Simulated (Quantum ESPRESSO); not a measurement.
# Al (Fm-3m): a volume series of phonon spectra, part 2 of 6

Which modes of Al drive its thermal expansion?

Experimental results on record:
- volume expansion coefficient 69 1e-6/K and heat capacity C_P per formula unit 24.2 J/mol/K near room temperature (given in “High-Throughput Prediction of Finite-Temperature Properties using the Quasi-Harmonic Approximation”, 2016, arXiv:1603.06924)

Quantum ESPRESSO 7.5; DFT PBE, scalar-relativistic, plane waves, GBRV ultrasoft pseudopotentials.

So far. Step 2 (Probe on a coarse mesh): The start is under -0.44 GPa at this level and looks like a metal on this mesh.

### 3. Finding the static equilibrium

The vibrations must be taken about the equilibrium of this functional, not about the starting cell, so the structure is relaxed.

relax.in

```
&CONTROL
  calculation   = 'vc-relax'
  prefix        = 'x'
  outdir        = './tmp'
  pseudo_dir    = './pseudo'
  tprnfor       = .true.
  tstress       = .true.
  forc_conv_thr = 2.0d-05
  etot_conv_thr = 1.0d-07
  nstep         = 40
/
&SYSTEM
  ibrav       = 0
  nat         = 1
  ntyp        = 1
  ecutwfc     = 40.0
  ecutrho     = 240.0
  occupations = 'smearing'
  smearing    = 'mv'
  degauss     = 0.02
/
&ELECTRONS
  conv_thr         = 1.0d-11
  mixing_beta      = 0.7
  electron_maxstep = 100
/
&IONS
/
&CELL
  press_conv_thr = 0.1
/
ATOMIC_SPECIES
 Al     26.9815  Al.upf
CELL_PARAMETERS angstrom
     0.000000000    2.024805000    2.024805000
     2.024805000    0.000000000    2.024805000
     2.024805000    2.024805000    0.000000000
ATOMIC_POSITIONS crystal
 Al     0.000000000   0.000000000   0.000000000
K_POINTS automatic
 16 16 16 0 0 0
```

Run with:

```
OMP_NUM_THREADS=1 mpirun -n 4 pw.x -nk 4 -in relax.in > relax.out
```

Output:

```text
[banner, memory and clock lines left out]
Program PWSCF v.7.5

     Message from routine setup:
     using ibrav=0 with symmetry is DISCOURAGED, use correct ibrav instead

     G-vector sticks info

     bravais-lattice index     =            0
     lattice parameter (alat)  =       5.4112  a.u.
     unit-cell volume          =     112.0408 (a.u.)^3
     number of atoms/cell      =            1
     number of atomic types    =            1
     number of electrons       =         3.00
     number of Kohn-Sham states=            6
     kinetic-energy cutoff     =      40.0000  Ry
     charge density cutoff     =     240.0000  Ry
     scf convergence threshold =      1.0E-11
     mixing beta               =       0.7000
     number of iterations used =            8  plain     mixing
     energy convergence thresh.=      1.0E-07
     force convergence thresh. =      2.0E-05
     press convergence thresh. =      1.0E-01
     Exchange-correlation= SLA  PW   PBE  PBE
                           (   1   4   3   4   0   0   0)
     nstep                     =           40

     celldm(1)=   5.411243  celldm(2)=   0.000000  celldm(3)=   0.000000
     celldm(4)=   0.000000  celldm(5)=   0.000000  celldm(6)=   0.000000

     crystal axes: (cart. coord. in units of alat)
               a(1) = (   0.000000   0.707107   0.707107 )
               a(2) = (   0.707107   0.000000   0.707107 )
               a(3) = (   0.707107   0.707107   0.000000 )

     reciprocal axes: (cart. coord. in units 2 pi/alat)
               b(1) = ( -0.707107  0.707107  0.707107 )
               b(2) = (  0.707107 -0.707107  0.707107 )
               b(3) = (  0.707107  0.707107 -0.707107 )

     PseudoPot. # 1 for Al read from file:
     ./pseudo/Al.upf
     Pseudo is Ultrasoft + core correction, Zval =  3.0
     Using radial grid of  893 points,  3 beta functions with:
                l(1) =   0
                l(2) =   1
                l(3) =   2
     Q(r) pseudized with  8 coefficients,  rinner =    0.900   0.900   0.900
                                                       0.900   0.900

     atomic species   valence    mass     pseudopotential
     Al                3.00    26.98150     Al( 1.00)

     48 Sym. Ops., with inversion, found

   Cartesian axes

     site n.     atom                  positions (alat units)
         1        Al     tau(   1) = (   0.0000000   0.0000000   0.0000000  )

     number of k points=   145  Marzari-Vanderbilt smearing, width (Ry)=  0.0200

     Number of k-points >= 100: set verbosity='high' to print them.

     Dense  grid:     7119 G-vectors     FFT dimensions: (  27,  27,  27)

     Smooth grid:     3839 G-vectors     FFT dimensions: (  24,  24,  24)

     Initial potential from superposition of free atoms

     starting charge       2.9975, renormalised to       3.0000
     Starting wfcs are    4 randomized atomic wfcs +    2 random wfcs

     per-process dynamical memory:    11.0 Mb

     Self-consistent Calculation

     iteration #  1     ecut=    40.00 Ry     beta= 0.70
     Davidson diagonalization with overlap
     ethr =  1.00E-02,  avg # of iterations =  5.5

     Threshold (ethr) on eigenvalues was too large:
     Diagonalizing with lowered threshold

     Davidson diagonalization with overlap
     ethr =  2.05E-04,  avg # of iterations =  2.2

     total energy              =      -6.70801640 Ry
     estimated scf accuracy    <       0.00615828 Ry

     iteration #  2     ecut=    40.00 Ry     beta= 0.70
     Davidson diagonalization with overlap
     ethr =  2.05E-04,  avg # of iterations =  1.0

     total energy              =      -6.70804420 Ry
     estimated scf accuracy    <       0.00036972 Ry

     iteration #  3     ecut=    40.00 Ry     beta= 0.70
     Davidson diagonalization with overlap
     ethr =  1.23E-05,  avg # of iterations =  2.2

     total energy              =      -6.70805730 Ry
     estimated scf accuracy    <       0.00000117 Ry

     iteration #  4     ecut=    40.00 Ry     beta= 0.70
     Davidson diagonalization with overlap
     ethr =  3.91E-08,  avg # of iterations =  2.3

     total energy              =      -6.70805760 Ry
     estimated scf accuracy    <          6.8E-09 Ry

     iteration #  5     ecut=    40.00 Ry     beta= 0.70
     Davidson diagonalization with overlap
     ethr =  2.26E-10,  avg # of iterations =  2.0

     total energy              =      -6.70805760 Ry
     estimated scf accuracy    <          3.5E-10 Ry

     iteration #  6     ecut=    40.00 Ry     beta= 0.70
     Davidson diagonalization with overlap
     ethr =  1.17E-11,  avg # of iterations =  1.0

     End of self-consistent calculation

     Number of k-points >= 100: set verbosity='high' to print the bands.

     the Fermi energy is     7.8800 ev

!    total energy              =      -6.70805760 Ry
     estimated scf accuracy    <          2.6E-12 Ry
     smearing contrib. (-TS)   =       0.00000103 Ry
     internal energy E=F+TS    =      -6.70805864 Ry

     The total energy is F=E-TS. E is the sum of the following terms:
     one-electron contribution =       2.96575884 Ry
     hartree contribution      =       0.00823928 Ry
     xc contribution           =      -4.28997190 Ry
     ewald contribution        =      -5.39208485 Ry

     convergence has been achieved in   6 iterations

     Forces acting on atoms (cartesian axes, Ry/au):

     atom    1 type  1   force =     0.00000000    0.00000000    0.00000000

     Total force =     0.000000     Total SCF correction =     0.000000

     Computing stress (Cartesian axis) and pressure

          total   stress  (Ry/bohr**3)                   (kbar)     P=       -5.11
  -0.00003471   0.00000000   0.00000000           -5.11        0.00        0.00
   0.00000000  -0.00003471   0.00000000            0.00       -5.11        0.00
   0.00000000   0.00000000  -0.00003471            0.00        0.00       -5.11

     BFGS Geometry Optimization
     Energy error            =      1.0E-05 Ry
     Gradient error          =      0.0E+00 Ry/Bohr
     Cell gradient error     =      5.1E+00 kbar

     number of scf cycles    =   1
     number of bfgs steps    =   0

     enthalpy           new  =      -6.7080576048 Ry

     new trust radius        =       0.0018370125 bohr
     new conv_thr            =            1.0E-11 Ry

     new unit-cell volume =    111.74939 a.u.^3 (    16.55955 Ang^3 )
     density =      2.70562 g/cm^3

CELL_PARAMETERS (angstrom)
   0.000000000   2.023047978   2.023047978
   2.023047978   0.000000000   2.023047978
   2.023047978   2.023047978   0.000000000

ATOMIC_POSITIONS (crystal)
[...]
xc contribution           =      -4.29359576 Ry
     ewald contribution        =      -5.40412856 Ry

     convergence has been achieved in   3 iterations

     Forces acting on atoms (cartesian axes, Ry/au):

     atom    1 type  1   force =     0.00000000    0.00000000    0.00000000

     Total force =     0.000000     Total SCF correction =     0.000000

     Computing stress (Cartesian axis) and pressure

          total   stress  (Ry/bohr**3)                   (kbar)     P=        0.00
   0.00000001  -0.00000000  -0.00000000            0.00       -0.00       -0.00
  -0.00000000   0.00000001  -0.00000000           -0.00        0.00       -0.00
  -0.00000000  -0.00000000   0.00000001           -0.00       -0.00        0.00

     Energy error            =      9.2E-09 Ry
     Gradient error          =      0.0E+00 Ry/Bohr
     Cell gradient error     =      9.8E-04 kbar

     bfgs converged in   4 scf cycles and   3 bfgs steps
     (criteria: energy <  1.0E-07 Ry, force <  2.0E-05 Ry/Bohr, cell <  1.0E-01 kbar)

     End of BFGS Geometry Optimization

     Final enthalpy           =      -6.7080706556 Ry

     File ./tmp/x.bfgs deleted, as requested
Begin final coordinates
     new unit-cell volume =    111.29338 a.u.^3 (    16.49198 Ang^3 )
     density =      2.71670 g/cm^3

CELL_PARAMETERS (angstrom)
   0.000000000   2.020292494   2.020292494
   2.020292494   0.000000000   2.020292494
   2.020292494   2.020292494  -0.000000000

ATOMIC_POSITIONS (crystal)
Al               0.0000000000        0.0000000000        0.0000000000
End final coordinates

     Writing config-only to output data dir ./tmp/x.save/ :
     XML data file

     Final scf calculation at the relaxed structure.
     The G-vectors are recalculated for the final unit cell
     Results may differ from those at the preceding step.

     G-vector sticks info

     bravais-lattice index     =            0
     lattice parameter (alat)  =       5.4112  a.u.
     unit-cell volume          =     111.2934 (a.u.)^3
     number of atoms/cell      =            1
     number of atomic types    =            1
     number of electrons       =         3.00
     number of Kohn-Sham states=            6
     kinetic-energy cutoff     =      40.0000  Ry
     charge density cutoff     =     240.0000  Ry
     scf convergence threshold =      1.0E-13
     mixing beta               =       0.7000
     number of iterations used =            8  plain     mixing
     press convergence thresh. =      1.0E-01
     Exchange-correlation= SLA  PW   PBE  PBE
                           (   1   4   3   4   0   0   0)

     celldm(1)=   5.411243  celldm(2)=   0.000000  celldm(3)=   0.000000
     celldm(4)=   0.000000  celldm(5)=   0.000000  celldm(6)=   0.000000

     crystal axes: (cart. coord. in units of alat)
               a(1) = (   0.000000   0.705531   0.705531 )
               a(2) = (   0.705531   0.000000   0.705531 )
               a(3) = (   0.705531   0.705531  -0.000000 )

     reciprocal axes: (cart. coord. in units 2 pi/alat)
               b(1) = ( -0.708686  0.708686  0.708686 )
               b(2) = (  0.708686 -0.708686  0.708686 )
               b(3) = (  0.708686  0.708686 -0.708686 )

     PseudoPot. # 1 for Al read from file:
     ./pseudo/Al.upf
     Pseudo is Ultrasoft + core correction, Zval =  3.0
     Using radial grid of  893 points,  3 beta functions with:
                l(1) =   0
                l(2) =   1
                l(3) =   2
     Q(r) pseudized with  8 coefficients,  rinner =    0.900   0.900   0.900
                                                       0.900   0.900

     atomic species   valence    mass     pseudopotential
     Al                3.00    26.98150     Al( 1.00)

     48 Sym. Ops., with inversion, found

   Cartesian axes

     site n.     atom                  positions (alat units)
         1        Al     tau(   1) = (   0.0000000   0.0000000   0.0000000  )

     number of k points=   145  Marzari-Vanderbilt smearing, width (Ry)=  0.0200

     Number of k-points >= 100: set verbosity='high' to print them.

     Dense  grid:     6879 G-vectors     FFT dimensions: (  27,  27,  27)

     Smooth grid:     3839 G-vectors     FFT dimensions: (  24,  24,  24)

     Initial potential from superposition of free atoms

     starting charge       2.9975, renormalised to       3.0000
     Starting wfcs are    4 randomized atomic wfcs +    2 random wfcs

     per-process dynamical memory:    12.4 Mb

     Self-consistent Calculation

     iteration #  1     ecut=    40.00 Ry     beta= 0.70
     Davidson diagonalization with overlap
     c_bands:  2 eigenvalues not converged
     c_bands:  1 eigenvalues not converged
     c_bands:  1 eigenvalues not converged
     c_bands:  1 eigenvalues not converged
     c_bands:  1 eigenvalues not converged
     c_bands:  1 eigenvalues not converged
     c_bands:  1 eigenvalues not converged
     c_bands:  1 eigenvalues not converged
     c_bands:  1 eigenvalues not converged
     c_bands:  1 eigenvalues not converged
     c_bands:  1 eigenvalues not converged
     ethr =  1.00E-06,  avg # of iterations = 14.1

     total energy              =      -6.70803866 Ry
     estimated scf accuracy    <       0.00614422 Ry

     iteration #  2     ecut=    40.00 Ry     beta= 0.70
     Davidson diagonalization with overlap
     ethr =  2.05E-04,  avg # of iterations =  1.0

     total energy              =      -6.70805739 Ry
     estimated scf accuracy    <       0.00037367 Ry

     iteration #  3     ecut=    40.00 Ry     beta= 0.70
     Davidson diagonalization with overlap
     ethr =  1.25E-05,  avg # of iterations =  1.0

     total energy              =      -6.70807040 Ry
     estimated scf accuracy    <       0.00000118 Ry

     iteration #  4     ecut=    40.00 Ry     beta= 0.70
     Davidson diagonalization with overlap
     ethr =  3.92E-08,  avg # of iterations =  2.0

     total energy              =      -6.70807070 Ry
     estimated scf accuracy    <          7.8E-09 Ry

     iteration #  5     ecut=    40.00 Ry     beta= 0.70
     Davidson diagonalization with overlap
     ethr =  2.60E-10,  avg # of iterations =  1.9

     total energy              =      -6.70807070 Ry
     estimated scf accuracy    <          3.4E-10 Ry

     iteration #  6     ecut=    40.00 Ry     beta= 0.70
     Davidson diagonalization with overlap
     ethr =  1.14E-11,  avg # of iterations =  1.2

     total energy              =      -6.70807070 Ry
     estimated scf accuracy    <          5.3E-12 Ry

     iteration #  7     ecut=    40.00 Ry     beta= 0.70
     Davidson diagonalization with overlap
     ethr =  1.76E-13,  avg # of iterations =  1.6

     End of self-consistent calculation

     Number of k-points >= 100: set verbosity='high' to print the bands.

     the Fermi energy is     7.9497 ev

!    total energy              =      -6.70807070 Ry
     estimated scf accuracy    <          5.6E-14 Ry
     smearing contrib. (-TS)   =       0.00000026 Ry
     internal energy E=F+TS    =      -6.70807096 Ry

     The total energy is F=E-TS. E is the sum of the following terms:
     one-electron contribution =       2.98137075 Ry
     hartree contribution      =       0.00828252 Ry
     xc contribution           =      -4.29359568 Ry
     ewald contribution        =      -5.40412856 Ry

     convergence has been achieved in   7 iterations

     Forces acting on atoms (cartesian axes, Ry/au):

     atom    1 type  1   force =     0.00000000    0.00000000    0.00000000

     Total force =     0.000000     Total SCF correction =     0.000000

     Computing stress (Cartesian axis) and pressure

          total   stress  (Ry/bohr**3)                   (kbar)     P=        0.01
   0.00000005   0.00000000   0.00000000            0.01        0.00        0.00
   0.00000000   0.00000005   0.00000000            0.00        0.01        0.00
   0.00000000   0.00000000   0.00000005            0.00        0.00        0.01

     XML data file, charge density, pseudopotentials, collected wavefunctions
```

Run time: 3.6 s. Hardware: 4 MPI ranks of AMD EPYC 9R45, shared host; 13 s of CPU time.

Relaxation path:

| step | energy less that of the first step (eV) | largest force (eV/Å) | volume (Å³) |
| --- | --- | --- | --- |
| 1 | 0.0000 | 0.0000 | 16.60 |
| 2 | -0.0001 | 0.0000 | 16.56 |
| 3 | -0.0002 | 0.0000 | 16.49 |
| 4 | -0.0002 | 0.0000 | 16.49 |
| 5 | -0.0002 | 0.0000 | 16.49 |

| conventional cell, symmetrised | before | after | change |
| --- | --- | --- | --- |
| a (Å) | 4.050 | 4.041 | -0.2 % |
| b (Å) | 4.050 | 4.041 | -0.2 % |
| c (Å) | 4.050 | 4.041 | -0.2 % |
| volume (Å³/atom) | 16.60 | 16.49 | -0.7 % |

The relaxed structure:

```
Al
1.0
     0.00000    2.02029    2.02029
     2.02029    0.00000    2.02029
     2.02029    2.02029    0.00000
Al
1
Direct
  0.00000 0.00000 0.00000
```

This step gave:

```
volume per atom : 16.49 Å³
pressure        : 0.001 GPa
```

After the last step pw.x solved the final cell once more on a basis chosen for it, which moves the energy without moving the atoms.

[end of part 2 of 6]

[Logs are printed without paths, hosts, clocks, repeated set-up lines and the standing remarks that a program may print on its own settings, such as how far it seeks lower states.]

[Hosts, paths, dates, database ids (printed as entryN), source tags and the programs' standing remarks are cut or masked in the printed files.]

[A step with changed settings may run another functional than the one named; its input shows which.]

[Of the runs on displaced cells, only some may be shown.]
